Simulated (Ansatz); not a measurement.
In doubt: one-shot GW on d or f shells is unsure, so the values of those runs are not to be relied on.

Rows from a G0W0 calculation on LuBrO (layers cut from the bulk crystal) (Ansatz 0.2.0; G0W0 on PBEsol, plane waves, PAW; PAW set soft_1; 6×6×1 mesh, 815 empty bands, screening to 65 eV, PAW set soft_1 files), in eV. Spin-orbit coupling is left out.

```
row  k  band   start       Σx  Σc at the solution      Vxc
  A  Γ    c1  -2.895   -6.790              -3.772  -11.531
  B  Γ    c2  -2.666   -6.707              -3.700  -11.409
  C  Γ    v3  -7.159  -27.352               4.002  -22.319
  D  Γ    c4  -2.393   -6.955              -3.717  -11.638
  E  Γ    v1  -7.044  -25.967               3.697  -21.306
  F  Γ    c3  -2.526   -7.765              -3.875  -12.615
```

Question: Work out each quasiparticle level and how far it moved.

The quasiparticle equation reads E = start + Σx + Σc(E) − Vxc.

```
row  E (eV)  shift (eV)
  A  -1.926      +0.969
  B  -1.665      +1.001
  C  -8.190      −1.031
  D  -1.427      +0.966
  E  -8.008      −0.963
  F  -1.551      +0.975
```

Limits: not at the basis limit; coarse mesh for a sheet; no spin-orbit coupling.

[Paths, hosts, dates, memory and timing lines, banners, echoed tables and standing remarks are left out of the program output.]

[Logs are printed without paths, hosts, clocks, repeated set-up lines and the standing remarks that a program may print on its own settings, such as how far it seeks lower states.]

[Runs of the session that timed out or met a known fault of the program may be left out.]

[Cells called generated may have been cut or substituted from an entry of the Crystallography Open Database or the Materials Project.]

[Hosts, paths, dates, database ids (printed as entryN), source tags and the programs' standing remarks are cut or masked in the printed files.]
